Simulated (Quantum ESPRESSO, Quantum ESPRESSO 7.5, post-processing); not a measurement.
## Pb(111), 5 layers: vacuum convergence

Which setting serves for Pb(111), 5 layers? The runs below step through one kind of setting.

Main program and level: Quantum ESPRESSO 7.5; plane-wave DFT, PBE, GBRV ultrasoft pseudopotentials.

Most raw output is cut from this account.

## 1. The starting structure

The cell holds 5 atoms: 5 Pb. Its edges and angles: a = 3.500 Å, b = 3.500 Å, c = 35.432 Å, α = 90.0°, β = 90.0°, γ = 60.0°. It derives from Pb. Vacuum lies along c.

## 2. SCF with pw.x: 24 Å of vacuum

The first run is the reference of the series.

c0.in

```
&control
  prefix = 'c0'
  outdir = './out'
  pseudo_dir = './pseudo'
  calculation = 'scf'
  tprnfor = .true.
/
&system
  ibrav = 0
  nat = 5
  ntyp = 1
  ecutwfc = 40
  ecutrho = 200
  occupations = 'smearing'
  smearing = 'mv'
  degauss = 0.02
/
&electrons
  conv_thr = 1e-07
  mixing_beta = 0.4
  electron_maxstep = 120
  mixing_mode = 'local-TF'
/
ATOMIC_SPECIES
  Pb  207.2000  pb_pbe_v1.uspp.F.UPF
CELL_PARAMETERS angstrom
  3.50017856687341 0.00000000000000 0.00000000000000
  1.75008928343671 3.03124355669418 0.00000000000000
  0.00000000000000 0.00000000000000 35.43153532995459
ATOMIC_POSITIONS crystal
  Pb  0.666666666700 0.666666666700 0.338681343844
  Pb  0.000000000000 0.000000000000 0.419340671922
  Pb  0.333333333300 0.333333333300 0.500000000000
  Pb  0.666666666700 0.666666666700 0.580659328078
  Pb  0.000000000000 0.000000000000 0.661318656156
K_POINTS automatic
  12 12 1 0 0 0
```

Launch:

```
OMP_NUM_THREADS=1 mpirun -n 4 pw.x -nk 4 -in c0.in > c0.out
```

Run time: 1.7 min. Hardware: 4 MPI ranks of Arm Neoverse V1, shared host; peak memory 0.91 GiB.

Read from the output:

- free energy: -11166.9214 eV
- Fermi energy: 2.404 eV

The program's own clock; routines nest. Time by routine:

| routine | wall time (s) | calls |
| --- | --- | --- |
| PWSCF | 99.65 | 1 |
| electrons | 96.45 | 1 |
| c_bands | 72.87 | 14 |
| cegterg | 66.72 | 70 |
| h_psi | 50.08 | 526 |
| fftw | 47.41 | 19700 |
| vloc_psi | 42.59 | 526 |
| sum_band | 11.72 | 14 |
| mix_rho | 8.54 | 14 |
| ffts | 5.63 | 1504 |
| calbec | 5.08 | 616 |
| add_vuspsi | 3.72 | 526 |
| s_psi | 3.65 | 526 |
| h_psi:calbec | 3.6 | 526 |

The run needed 13 iterations to bring the estimated error under 1e-07 Ry; the largest force on any atom, held or free, is 0.21 eV/Å.

## 3. Electrostatic potential

The vacuum level is read from the electrostatic potential (plot_num = 11), averaged over planes.

c0.pot.in

```
&inputpp
  prefix = 'c0'
  outdir = './out'
  filplot = 'c0.pot.dat'
  plot_num = 11
/
```

Launch:

```
OMP_NUM_THREADS=1 mpirun -n 4 pp.x -in c0.pot.in > c0.pot.out
```

Wall time 1 s (4 MPI ranks); peak memory 0.13 GiB.

Numbers from this step:

- potential in the middle of the vacuum, over the Fermi level: 3.667 eV

The potential energy, planar mean oscillates, so the rows of the table below give means over windows of 2.88 Å about each position, cut where the curve ends. Its maxima inside the range that stand out by 2 % of the span (Å: eV): 13.4: 1.12, 16.3: 1.06, 19.2: 1.06, 22.0: 1.12. Its minima: 12.0: -16.2, 14.8: -16.2, 17.7: -16.3, 20.6: -16.2, 23.5: -16.2.

Electrostatic potential energy of an electron; zero at the Fermi level. Table of potential energy, planar mean by z; means over each step:

```csv
z (Å),"potential energy, planar mean (eV)"
1.44,3.67
4.32,3.67
7.20,3.66
10.08,1.42
12.96,-6.66
15.84,-6.72
18.72,-6.74
21.60,-6.69
24.48,-4.06
27.36,3.65
30.24,3.67
33.12,3.67
```

Inside the slab this potential holds the local part of the pseudopotentials, which can be repulsive at the nuclei; only its value in the vacuum has a meaning of its own.

## 4. Self-consistent run: 18 Å of vacuum

c2.in

```
&control
  prefix = 'c2'
  outdir = './out'
  pseudo_dir = './pseudo'
  calculation = 'scf'
  tprnfor = .true.
/
&system
  ibrav = 0
  nat = 5
  ntyp = 1
  ecutwfc = 40
  ecutrho = 200
  occupations = 'smearing'
  smearing = 'mv'
  degauss = 0.02
/
&electrons
  conv_thr = 1e-07
  mixing_beta = 0.4
  electron_maxstep = 120
  mixing_mode = 'local-TF'
/
ATOMIC_SPECIES
  Pb  207.2000  pb_pbe_v1.uspp.F.UPF
CELL_PARAMETERS angstrom
  3.50017856687341 0.00000000000000 0.00000000000000
  1.75008928343671 3.03124355669418 0.00000000000000
  0.00000000000000 0.00000000000000 29.43153532995459
ATOMIC_POSITIONS crystal
  Pb  0.666666666700 0.666666666700 0.305794444602
  Pb  0.000000000000 0.000000000000 0.402897222301
  Pb  0.333333333300 0.333333333300 0.500000000000
  Pb  0.666666666700 0.666666666700 0.597102777699
  Pb  0.000000000000 0.000000000000 0.694205555398
K_POINTS automatic
  12 12 1 0 0 0
```

Launch:

```
OMP_NUM_THREADS=1 mpirun -n 4 pw.x -nk 4 -in c2.in > c2.out
```

Run time: 76 s. Hardware: 4 MPI ranks; peak memory 0.72 GiB.

This step gave:

| Item | Value |
| --- | --- |
| Fermi energy | 3.641 eV |

The program's own clock; routines nest. Time by routine:

```csv
routine,wall time (s),calls
PWSCF,75.53,1
electrons,72.92,1
c_bands,55.87,13
cegterg,49.9,65
h_psi,36.26,470
fftw,33.19,18042
vloc_psi,30.13,470
sum_band,8.46,13
mix_rho,6.19,13
calbec,4.21,555
ffts,3.88,1379
add_vuspsi,3.04,470
s_psi,2.99,470
h_psi:calbec,2.94,470
```

## 5. Electrostatic potential

c2.pot.in

```
&inputpp
  prefix = 'c2'
  outdir = './out'
  filplot = 'c2.pot.dat'
  plot_num = 11
/
```

Launch:

```
OMP_NUM_THREADS=1 mpirun -n 4 pp.x -in c2.pot.in > c2.pot.out
```

Elapsed: 0.94 s, on 4 MPI ranks; peak memory 0.11 GiB; 3.4 s of CPU time.

Counted from each run's own zero (the Fermi level), the vacuum level differs from the first run's by -0 meV.

## 6. Self-consistent run: 14 Å of vacuum

c4.in

```
&control
  prefix = 'c4'
  outdir = './out'
  pseudo_dir = './pseudo'
  calculation = 'scf'
  tprnfor = .true.
/
&system
  ibrav = 0
  nat = 5
  ntyp = 1
  ecutwfc = 40
  ecutrho = 200
  occupations = 'smearing'
  smearing = 'mv'
  degauss = 0.02
/
&electrons
  conv_thr = 1e-07
  mixing_beta = 0.4
  electron_maxstep = 120
  mixing_mode = 'local-TF'
/
ATOMIC_SPECIES
  Pb  207.2000  pb_pbe_v1.uspp.F.UPF
CELL_PARAMETERS angstrom
  3.50017856687341 0.00000000000000 0.00000000000000
  1.75008928343671 3.03124355669418 0.00000000000000
  0.00000000000000 0.00000000000000 25.43153532995459
ATOMIC_POSITIONS crystal
  Pb  0.666666666700 0.666666666700 0.275248816447
  Pb  0.000000000000 0.000000000000 0.387624408223
  Pb  0.333333333300 0.333333333300 0.500000000000
  Pb  0.666666666700 0.666666666700 0.612375591777
  Pb  0.000000000000 0.000000000000 0.724751183553
K_POINTS automatic
  12 12 1 0 0 0
```

Launch:

```
OMP_NUM_THREADS=1 mpirun -n 4 pw.x -nk 4 -in c4.in > c4.out
```

The job ended after 62 s (4 MPI ranks; peak memory 0.57 GiB; 4.1 min of CPU time).

Read from the output:

| Property | Result |
| --- | --- |
| Fermi energy | 4.791 eV |

The program's own clock; routines nest. Time by routine:

```csv
routine,wall time (s),calls
PWSCF,61.87,1
electrons,59.58,1
c_bands,45.16,12
cegterg,39.01,60
h_psi,28.41,398
fftw,25.82,16380
vloc_psi,23.61,398
sum_band,7,12
mix_rho,5.32,12
ffts,3.53,1208
calbec,3.35,478
add_vuspsi,2.38,398
s_psi,2.34,398
h_psi:calbec,2.3,398
```

## 7. Electrostatic potential

c4.pot.in

```
&inputpp
  prefix = 'c4'
  outdir = './out'
  filplot = 'c4.pot.dat'
  plot_num = 11
/
```

Launch:

```
OMP_NUM_THREADS=1 mpirun -n 4 pp.x -in c4.pot.in > c4.pot.out
```

It took 0.91 s on 4 MPI ranks; peak memory 0.11 GiB; 3.3 s of CPU time.

Counted from each run's own zero (the Fermi level), the vacuum level differs from the first run's by -0 meV.

## 8. SCF with pw.x: 12 Å of vacuum

c6.in

```
&control
  prefix = 'c6'
  outdir = './out'
  pseudo_dir = './pseudo'
  calculation = 'scf'
  tprnfor = .true.
/
&system
  ibrav = 0
  nat = 5
  ntyp = 1
  ecutwfc = 40
  ecutrho = 200
  occupations = 'smearing'
  smearing = 'mv'
  degauss = 0.02
/
&electrons
  conv_thr = 1e-07
  mixing_beta = 0.4
  electron_maxstep = 120
  mixing_mode = 'local-TF'
/
ATOMIC_SPECIES
  Pb  207.2000  pb_pbe_v1.uspp.F.UPF
CELL_PARAMETERS angstrom
  3.50017856687341 0.00000000000000 0.00000000000000
  1.75008928343671 3.03124355669418 0.00000000000000
  0.00000000000000 0.00000000000000 23.43153532995459
ATOMIC_POSITIONS crystal
  Pb  0.666666666700 0.666666666700 0.256065166687
  Pb  0.000000000000 0.000000000000 0.378032583344
  Pb  0.333333333300 0.333333333300 0.500000000000
  Pb  0.666666666700 0.666666666700 0.621967416656
  Pb  0.000000000000 0.000000000000 0.743934833313
K_POINTS automatic
  12 12 1 0 0 0
```

Launch:

```
OMP_NUM_THREADS=1 mpirun -n 4 pw.x -nk 4 -in c6.in > c6.out
```

It took 50 s on 4 MPI ranks; peak memory 0.63 GiB.

Numbers from this step:

* free energy: -11166.9213 eV
* Fermi energy: 5.513 eV

The program's own clock; routines nest. Time by routine:

```csv
routine,wall time (s),calls
PWSCF,49.22,1
electrons,47.06,1
c_bands,36.45,11
cegterg,31.24,55
h_psi,22.4,359
fftw,20.05,14790
vloc_psi,18.34,359
sum_band,5.42,11
mix_rho,3.54,11
calbec,2.86,434
ffts,2.21,1023
add_vuspsi,2.01,359
s_psi,1.97,359
h_psi:calbec,1.94,359
```

## 9. Electrostatic potential

c6.pot.in

```
&inputpp
  prefix = 'c6'
  outdir = './out'
  filplot = 'c6.pot.dat'
  plot_num = 11
/
```

Launch:

```
OMP_NUM_THREADS=1 mpirun -n 4 pp.x -in c6.pot.in > c6.pot.out
```

Wall time 0.89 s (4 MPI ranks); peak memory 0.11 GiB.

Read from the output:

```
potential in the middle of the vacuum, over the Fermi level : 3.663 eV
```

Counted from each run's own zero (the Fermi level), the vacuum level differs from the first run's by -4 meV.

## 10. Self-consistent run: 10 Å of vacuum

c8.in

```
&control
  prefix = 'c8'
  outdir = './out'
  pseudo_dir = './pseudo'
  calculation = 'scf'
  tprnfor = .true.
/
&system
  ibrav = 0
  nat = 5
  ntyp = 1
  ecutwfc = 40
  ecutrho = 200
  occupations = 'smearing'
  smearing = 'mv'
  degauss = 0.02
/
&electrons
  conv_thr = 1e-07
  mixing_beta = 0.4
  electron_maxstep = 120
  mixing_mode = 'local-TF'
/
ATOMIC_SPECIES
  Pb  207.2000  pb_pbe_v1.uspp.F.UPF
CELL_PARAMETERS angstrom
  3.50017856687341 0.00000000000000 0.00000000000000
  1.75008928343671 3.03124355669418 0.00000000000000
  0.00000000000000 0.00000000000000 21.43153532995459
ATOMIC_POSITIONS crystal
  Pb  0.666666666700 0.666666666700 0.233301064204
  Pb  0.000000000000 0.000000000000 0.366650532102
  Pb  0.333333333300 0.333333333300 0.500000000000
  Pb  0.666666666700 0.666666666700 0.633349467898
  Pb  0.000000000000 0.000000000000 0.766698935796
K_POINTS automatic
  12 12 1 0 0 0
```

Launch:

```
OMP_NUM_THREADS=1 mpirun -n 4 pw.x -nk 4 -in c8.in > c8.out
```

It took 53 s on 4 MPI ranks; peak memory 0.64 GiB.

Numbers from this step:

- free energy: -11166.9207 eV
- Fermi energy: 6.374 eV

The program's own clock; routines nest. Time by routine:

```
     routine  wall time (s)  calls
       PWSCF          52.58      1
   electrons          50.52      1
     c_bands          39.49     12
     cegterg          32.94     60
       h_psi          24.17    368
        fftw           22.1  16120
    vloc_psi          20.14    368
    sum_band           5.84     12
     mix_rho           3.47     12
      calbec           2.83    448
        ffts           2.21   1028
  add_vuspsi           1.99    368
       s_psi           1.96    368
h_psi:calbec           1.94    368
```

## 11. Electrostatic potential

c8.pot.in

```
&inputpp
  prefix = 'c8'
  outdir = './out'
  filplot = 'c8.pot.dat'
  plot_num = 11
/
```

Launch:

```
OMP_NUM_THREADS=1 mpirun -n 4 pp.x -in c8.pot.in > c8.pot.out
```

Elapsed: 0.9 s, on 4 MPI ranks; peak memory 0.11 GiB; 3.2 s of CPU time.

Read from the output:

- potential in the middle of the vacuum, over the Fermi level: 3.650 eV

Counted from each run's own zero (the Fermi level), the vacuum level differs from the first run's by -17 meV.

## 12. Self-consistent run: 8 Å of vacuum

c10.in

```
&control
  prefix = 'c10'
  outdir = './out'
  pseudo_dir = './pseudo'
  calculation = 'scf'
  tprnfor = .true.
/
&system
  ibrav = 0
  nat = 5
  ntyp = 1
  ecutwfc = 40
  ecutrho = 200
  occupations = 'smearing'
  smearing = 'mv'
  degauss = 0.02
/
&electrons
  conv_thr = 1e-07
  mixing_beta = 0.4
  electron_maxstep = 120
  mixing_mode = 'local-TF'
/
ATOMIC_SPECIES
  Pb  207.2000  pb_pbe_v1.uspp.F.UPF
CELL_PARAMETERS angstrom
  3.50017856687341 0.00000000000000 0.00000000000000
  1.75008928343671 3.03124355669418 0.00000000000000
  0.00000000000000 0.00000000000000 19.43153532995459
ATOMIC_POSITIONS crystal
  Pb  0.666666666700 0.666666666700 0.205850949607
  Pb  0.000000000000 0.000000000000 0.352925474804
  Pb  0.333333333300 0.333333333300 0.500000000000
  Pb  0.666666666700 0.666666666700 0.647074525196
  Pb  0.000000000000 0.000000000000 0.794149050393
K_POINTS automatic
  12 12 1 0 0 0
```

Launch:

```
OMP_NUM_THREADS=1 mpirun -n 4 pw.x -nk 4 -in c10.in > c10.out
```

Run time: 39 s. Hardware: 4 MPI ranks; peak memory 0.48 GiB.

Numbers from this step:

```
free energy  : -11166.9183 eV
Fermi energy : 7.419 eV
```

The program's own clock; routines nest. Time by routine:

```
     routine  wall time (s)  calls
       PWSCF          38.31      1
   electrons          36.52      1
     c_bands          29.35     10
     cegterg          24.38     50
       h_psi          17.37    312
        fftw          15.36  13950
    vloc_psi           14.2    312
    sum_band           4.02     10
      calbec           2.23    382
     mix_rho           1.84     10
  add_vuspsi           1.56    312
       s_psi           1.54    312
h_psi:calbec           1.52    312
    init_run           1.26      1
```

## 13. Potential by pp.x

c10.pot.in

```
&inputpp
  prefix = 'c10'
  outdir = './out'
  filplot = 'c10.pot.dat'
  plot_num = 11
/
```

Launch:

```
OMP_NUM_THREADS=1 mpirun -n 4 pp.x -in c10.pot.in > c10.pot.out
```

The job ended after 0.85 s (4 MPI ranks; peak memory 0.11 GiB).

Read from the output:

| Item | Value |
| --- | --- |
| potential in the middle of the vacuum, over the Fermi level | 3.607 eV |

Counted from each run's own zero (the Fermi level), the vacuum level differs from the first run's by -60 meV.

## 14. The series side by side

All levels:

```
         level  vacuum level over the Fermi level (eV)  its change from the first (meV)  energy from the first (meV an atom)  SCF iterations  wall time (s)  peak memory (GiB)  CPU time (s)
24 Å of vacuum                                   3.667                                0                                    0              13          100.2               0.91         400.4
18 Å of vacuum                                   3.667                           -0.242                             -0.01146              12          76.07               0.72         303.9
14 Å of vacuum                                   3.667                        -0.007838                            -0.008789              11          62.43               0.57           247
12 Å of vacuum                                   3.663                           -3.696                              0.01097              10          49.77               0.63         198.7
10 Å of vacuum                                    3.65                            -16.9                               0.1308              11          53.12               0.64         212.2
 8 Å of vacuum                                   3.607                           -60.32                               0.6053               9          38.86               0.48         154.8
```

## 15. Outcome

| Property | Result |
| --- | --- |
| vacuum level over the Fermi level, 24 Å of vacuum | 3.667 eV |
| cheapest step of the main series that, with all steps before it, keeps the vacuum level within 20 meV of the first | 12 Å of vacuum: -4 meV, 3.3 min of CPU time against 6.7 min |
| setting with the largest shift of the level | 8 Å of vacuum: -60 meV |

What this shows: The cheapest step of the main series that, with all steps before it, keeps the vacuum level within 20 meV of the first is 12 Å of vacuum: -4 meV, 3.3 min of CPU time against 6.7 min. Over the series the energy moves by up to 0.605 meV an atom and the vacuum level by up to 60 meV. The level is read in the middle of the vacuum, where a short gap still holds the tails of both faces. The times come from a shared host and are rough. Peak memory is sampled during the run and can miss the peak. The geometry is as built, not relaxed.

[Logs are printed without paths, hosts, clocks, repeated set-up lines and the standing remarks that a program may print on its own settings, such as how far it seeks lower states.]

[Hosts, paths, dates, database ids (printed as entryN), source tags and the programs' standing remarks are cut or masked in the printed files.]

[Maps of the electrostatic potential energy from Ansatz leave out the sawtooth potential of an applied field or a dipole correction, so their vacuum need not be flat; planar profiles and work functions include it.]
